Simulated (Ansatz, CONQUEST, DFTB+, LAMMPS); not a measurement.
# Liquid (Cs,Li,Na)(Cl,Br) at 1200 K (96 atoms) in CONQUEST

Aim: run liquid (Cs,Li,Na)(Cl,Br) at 1200 K (96 atoms) in CONQUEST and see how near its forces come to a plane-wave reference, and at what cost.

Main program and level: CONQUEST 1.3; the method is named at each step.

## Step 1: The structure

The cell holds 96 atoms: 28 Cs, 9 Li, 11 Na, 27 Cl and 21 Br. Its edges and angles: a = 16.206 Å, b = 16.206 Å, c = 16.206 Å, α = 90.0°, β = 90.0°, γ = 90.0°. 96 atoms (28 Cs, 9 Li, 11 Na, 27 Cl, 21 Br) placed at random at 2.6 g/cm³, melted at 1800 K for 10 ps at fixed volume with the Lennard-Jones and Coulomb ion parameters for SPC/E (Joung and Cheatham, J. Phys. Chem. B 112, 9020 (2008)), full charges. Snapshot at the end of a hold of 20 ps at 1200 K and fixed volume.

The yardstick, on the same geometry:

- method: Kohn-Sham DFT, PBE, PAW, plane waves (Ansatz 0.2.0); cutoff 420 eV, Γ point, fermi-dirac smearing of 0.05 eV; PAW set soft_2
- r.m.s. force component: 0.4119 eV/Å
- longest force: 1.526 eV/Å
- pressure: 0.7568 GPa
- gap (highest filled to lowest empty level): 2.979 eV
- SCF cycles: 8
- time: 63 s on 4 threads of Intel Xeon Platinum 8259CL at 2.50GHz (Skylake/Cascade Lake), shared host
- CPU time: 4 min

## Step 2: PBE, grid 40 Ha

Method: Kohn-Sham DFT, PBE, norm-conserving pseudopotentials, pseudo-atomic orbitals (double zeta with polarisation), diagonalisation.

The .ion files beside the input carry potential, basis and functional.

Input file Conquest_input:

```
IO.Title cell
IO.Coordinates coords.dat
IO.FractionalAtomicCoords T
IO.Iprint 1
General.NumberOfSpecies 5
AtomMove.TypeOfRun static
AtomMove.CalcStress T
Grid.GridCutoff 40
DM.SolutionMethod diagon
SC.MaxIters 100
SC.LinearMixingFactor 0.3
minE.SCTolerance 1e-06
Diag.kT 0.001837
Diag.MPMesh T
Diag.GammaCentred T
Diag.MPMeshX 1
Diag.MPMeshY 1
Diag.MPMeshZ 1
%block ChemicalSpeciesLabel
1 132.905 Cs
2 6.940 Li
3 22.990 Na
4 35.450 Cl
5 79.904 Br
%endblock
```

Input file coords.dat:

```
30.624713 0.000000 0.000000
0.000000 30.624713 0.000000
0.000000 0.000000 30.624713
96
0.02877 0.38301 0.54941 1 T T T
0.19423 0.94591 0.23649 1 T T T
0.80970 0.02022 0.05841 1 T T T
0.04429 0.14102 0.02382 1 T T T
0.31889 0.59989 0.99780 1 T T T
0.58101 0.28459 0.36267 1 T T T
0.92294 0.59504 0.39322 1 T T T
0.28867 0.51271 0.52682 1 T T T
0.37135 0.21870 0.81694 1 T T T
0.50880 0.01268 0.32351 1 T T T
0.15004 0.44273 0.84238 1 T T T
0.52521 0.84593 0.11343 1 T T T
0.10830 0.78650 0.00549 1 T T T
0.62395 0.85275 0.85239 1 T T T
0.25292 0.32480 0.27723 1 T T T
0.38987 0.17444 0.09991 1 T T T
0.55646 0.58725 0.42728 1 T T T
0.70160 0.61993 0.20054 1 T T T
0.63832 0.34549 0.06638 1 T T T
0.18749 0.70230 0.29950 1 T T T
0.20215 0.90654 0.77160 1 T T T
0.00464 0.22990 0.27336 1 T T T
0.84486 0.69950 0.58665 1 T T T
0.09340 0.50357 0.10816 1 T T T
0.99239 0.18103 0.68865 1 T T T
0.31414 0.11137 0.51705 1 T T T
0.90098 0.60066 0.88225 1 T T T
0.79619 0.07292 0.35955 1 T T T
0.33138 0.82128 0.55520 2 T T T
0.41386 0.75493 0.37921 2 T T T
0.39455 0.55503 0.20807 2 T T T
0.75192 0.80112 0.31811 2 T T T
0.50966 0.99364 0.70609 2 T T T
0.72825 0.41017 0.61763 2 T T T
0.10563 0.63811 0.56329 2 T T T
0.57879 0.88987 0.52158 2 T T T
0.62777 0.63648 0.75676 2 T T T
0.86111 0.33107 0.88828 3 T T T
0.97530 0.88550 0.34501 3 T T T
0.38924 0.70805 0.72646 3 T T T
0.52966 0.30106 0.58852 3 T T T
0.34025 0.90756 0.02163 3 T T T
0.65108 0.37749 0.79943 3 T T T
0.45362 0.47505 0.73668 3 T T T
0.16764 0.62979 0.78076 3 T T T
0.58307 0.57320 0.96385 3 T T T
0.70632 0.08389 0.64120 3 T T T
0.86619 0.44358 0.19846 3 T T T
0.26571 0.51706 0.17397 4 T T T
0.44575 0.97132 0.86459 4 T T T
0.40598 0.93541 0.58518 4 T T T
0.91669 0.33054 0.08907 4 T T T
0.13962 0.53361 0.64561 4 T T T
0.52523 0.63232 0.10719 4 T T T
0.34938 0.62837 0.35860 4 T T T
0.16611 0.20170 0.17290 4 T T T
[... 36 atom lines left out ...]
0.29067 0.85910 0.39545 5 T T T
0.32242 0.75392 0.14198 5 T T T
0.50078 0.36467 0.87587 5 T T T
0.37283 0.16216 0.34530 5 T T T
```

Launch:

```sh
$ OMP_NUM_THREADS=1 mpirun -np 2 Conquest > output.txt
```

Numbers of over 12 decimals in the logs are rounded to 6 here.

Conquest_out:

```text
      Simulation cell dimensions:    30.6247 a0 x    30.6247 a0 x    30.6247 a0
        This calculation includes non-local pseudopotentials,
         with a maximum core radius of     12.36898661
    Job title: cell
    Job to be run: static calculation
    Ground state search:
      Support functions represented with PAO basis
      1:1 PAO to SF mapping
      Non-spin-polarised electrons
      Solving for the K matrix using diagonalisation
      Using Fermi-Dirac smearing
    Integration grid size:     96 x   96 x   96
    Integration grid spacing:  0.319 a0 x 0.319 a0 x 0.319 a0
    Number of species:  5
    --------------------------------------------------------
    |   #  mass (au)  Charge (e)  SF Rad (a0)  NSF  Label  |
    --------------------------------------------------------
    |   1    132.905       9.000       12.760   14  Cs     |
    |   2      6.940       3.000       10.527    6  Li     |
    |   3     22.990       9.000       10.846    9  Na     |
    |   4     35.450       7.000        6.061   13  Cl     |
    |   5     79.904       7.000        6.380   13  Br     |
    --------------------------------------------------------
          SCF tolerance:                 0.00000100
          SCF iterations:               100
    The calculation will be performed on     2 processes
    The calculation will be performed on     1 thread
    Using the default matrix multiplication kernel
    The functional used will be GGA PBE96
    set_atom_dens: In set_atomic_density, electrons :     714.000000000000
    PulayMixSC: Starting Pulay mixing, A_up =  0.300 A_dn =  0.300
    PulayMixSC: Spin non-polarised calculation.
          Harris-Foulkes Energy            :     -2001.170745 Ha
    PulayMixSC: Pulay iteration     1 residual:              0.45050E-03
          Harris-Foulkes Energy            :     -2000.682481 Ha
    PulayMixSC: Pulay iteration     2 residual:              0.21471E-03
          Harris-Foulkes Energy            :     -2000.607385 Ha
    PulayMixSC: Pulay iteration     3 residual:              0.13300E-03
          Harris-Foulkes Energy            :     -2000.612058 Ha
    PulayMixSC: Pulay iteration     4 residual:              0.24802E-04
          Harris-Foulkes Energy            :     -2000.611852 Ha
    PulayMixSC: Pulay iteration     5 residual:              0.10030E-04
          Harris-Foulkes Energy            :     -2000.611744 Ha
    PulayMixSC: Pulay iteration     6 residual:              0.34014E-05
          Harris-Foulkes Energy            :     -2000.611736 Ha
    PulayMixSC: Pulay iteration     7 residual:              0.58421E-06
    PulayMixSC: Reached SCF tolerance of  0.58421E-06 after      7 iterations
      | Number of electrons      =       714.000424
      |* Harris-Foulkes energy   =     -2000.611736 Ha
      |* DFT total energy        =     -2000.611735 Ha
    force: Forces on atoms (Ha/a0)
    force:  Atom   X              Y              Z
    force:     1  -0.0010593731   0.0093241624   0.0067294363
    force:     2   0.0064655025   0.0125916169  -0.0067421091
    force:     3  -0.0094549213   0.0043511663  -0.0215221683
    force:     4   0.0048833899   0.0004750288  -0.0055528076
    force:     5   0.0094619356   0.0022045746  -0.0049516024
    force:     6  -0.0047333272  -0.0051720275  -0.0076218070
    force:     7  -0.0064903534  -0.0149609407  -0.0073477270
    force:     8   0.0019258608   0.0196848252  -0.0101843501
    force:     9   0.0011860500  -0.0166816810  -0.0221393969
    force:    10  -0.0000431854  -0.0082004605  -0.0051051907
    force:    11   0.0026860898  -0.0275924555   0.0032609068
    force:    12   0.0075349014  -0.0113301065   0.0010708561
    force:    13  -0.0010182634   0.0073390239   0.0013442226
    force:    14  -0.0016749212   0.0024991704   0.0131525419
    force:    15   0.0099755691   0.0178324121   0.0098541193
    force:    16  -0.0026921915   0.0080396627   0.0011108615
    force:    17  -0.0053864778  -0.0121114388  -0.0028338231
    force:    18  -0.0021550629  -0.0020466321  -0.0033009902
    force:    19  -0.0038196738  -0.0058090644   0.0120918214
    force:    20   0.0076931063  -0.0105123427  -0.0136953046
    force:    21  -0.0032948629   0.0087683583  -0.0235227862
    force:    22  -0.0075587599   0.0047250222  -0.0209096572
    force:    23   0.0011618944   0.0163498039   0.0078274282
    force:    24  -0.0190076397  -0.0101954957   0.0040117849
[...]
force:    89   0.0020365557   0.0106290376   0.0029845477
    force:    90  -0.0041688235  -0.0015539133  -0.0006507774
    force:    91  -0.0235562913   0.0120253525   0.0216754406
    force:    92  -0.0096781528   0.0061189616   0.0020695378
    force:    93   0.0078232682   0.0017665700   0.0085832371
    force:    94  -0.0026998292   0.0117862773  -0.0076782091
    force:    95   0.0054694461   0.0103726967   0.0087397744
    force:    96   0.0070465101   0.0122091712  -0.0258586258
    force: Maximum force :        0.12059404(Ha/a0) on atom        44 in z direction
    force: Force Residual:        0.03801863 Ha/a0
    force: Total stress:         -1.32556695    -1.29594558    -1.01020175 GPa
    force: Average pressure:      1.21057143 GPa
    get_E_and_F: Change in energy during last step of electronic optimisation:  0.74583E-05
```

Elapsed: 3.9 min, on 2 MPI ranks of Intel Xeon Platinum 8259CL at 2.50GHz (Skylake/Cascade Lake), shared host; peak memory 7.1 GiB; 7.8 min of CPU time.

Banners, paths, timers and routine set-up lines are dropped from the logs unmarked, and long logs keep their key lines alone; longer cuts are marked.

Numbers from this run, and their distance from the reference:

```
r.m.s. force component                           : 1.129 eV/Å
r.m.s. difference of force components            : 1019 meV/Å
longest difference of force vectors              : 8313 meV/Å
force difference over r.m.s. force               : 247.3 %
slope of forces against the reference's          : 1.197
correlation of force components                  : 0.4378
gap (highest filled to lowest empty level) : 2.862 eV
gap difference                                   : -0.1174 eV
pressure                                         : 1.211 GPa
pressure difference                              : 0.4538 GPa
```

This is a coarse setting, run to see what it loses.

Length of the force difference by element (eV/Å):

```
element  atoms  mean  most
     Br     21  0.12  0.25
     Cl     27  0.14  0.29
     Cs     28  0.10  0.19
     Li      9  0.79   1.1
     Na     11   4.6   8.3
```

Levels nearest the highest filled one (eV from it): -0.56, -0.54, -0.51, -0.46, -0.44, -0.41, -0.41, -0.30, -0.27, -0.24, -0.11, 0.00, 2.86, 3.40, 3.56, 3.68, 3.75, 3.89, 3.92, 4.05, 4.15, 4.18, 4.34, 4.37.

A closer look about Na43, which bears the longest force: 9 atoms, nearest first, numbered in the order of the input, with positions taken from that point.

```
atom      x      y      z  distance (Å)     Fx     Fy  Fz (eV/Å)
Na43   0.00   0.00   0.00          0.00  -1.24  -5.71       5.87
Cl73  -0.66   1.92  -1.67          2.63   0.05   0.44      -0.03
Cl67   0.74  -1.55  -2.00          2.64   0.31  -0.11      -0.04
Br89   1.46   1.07   1.93          2.65   0.10   0.55       0.15
Br95  -2.44  -0.21   1.24          2.74   0.28   0.53       0.45
Li34   1.25   0.53  -2.95          3.24   0.00  -0.42      -1.15
Na44  -3.20   1.58  -1.02          3.71   1.50   4.63       6.20
Na38   3.40  -0.75   1.44          3.77   5.09   4.62      -4.41
Na41  -1.97  -1.24  -3.42          4.13   4.60   2.37       0.44
```

Forces lie 247 % from the reference's, at 1.9 times its CPU time (on 2 against 4 cores).

The difference per atom is largest on Na (4.6 eV/Å on average, against 0.79 on Li). The forces add up to 14 eV/Å instead of zero, usually a sign of too coarse a grid.

## Step 3: Summary of results

```
force difference from the reference : CONQUEST PBE, grid 40 Ha (coarse), 247 %
its CPU time                        : 7.8 min
```

What this shows: Runs with settings chosen to be coarse differ by 247 % (CONQUEST PBE, grid 40 Ha), their programs' other errors included. At the same functional, the gap of CONQUEST PBE, grid 40 Ha lies 0.12 eV below the reference's 2.98 eV. The frame stands for 1200 K, but pressures are static and levels are smeared at 580 K. The network of bonds at the start is that of the classical potential that made the cell, and needn't be the one that DFT or experiment would give. The ion parameters were fitted for water, not for melts, so the starting structure of this cell may lie well off the real melt's. The electronic-structure runs sample only Γ, in a cell whose shortest periodic width is 16 Å. Spin–orbit coupling is left out, which matters for the levels of the heavy elements.

[Also dropped from logs without a mark: logging warnings of Python, and SIESTA's first energy breakdown and zero terms.]

[Logs are printed without paths, hosts, clocks, repeated set-up lines and the standing remarks that a program may print on its own settings, such as how far it seeks lower states.]

[Hosts, paths, dates, database ids (printed as entryN), source tags and the programs' standing remarks are cut or masked in the printed files.]
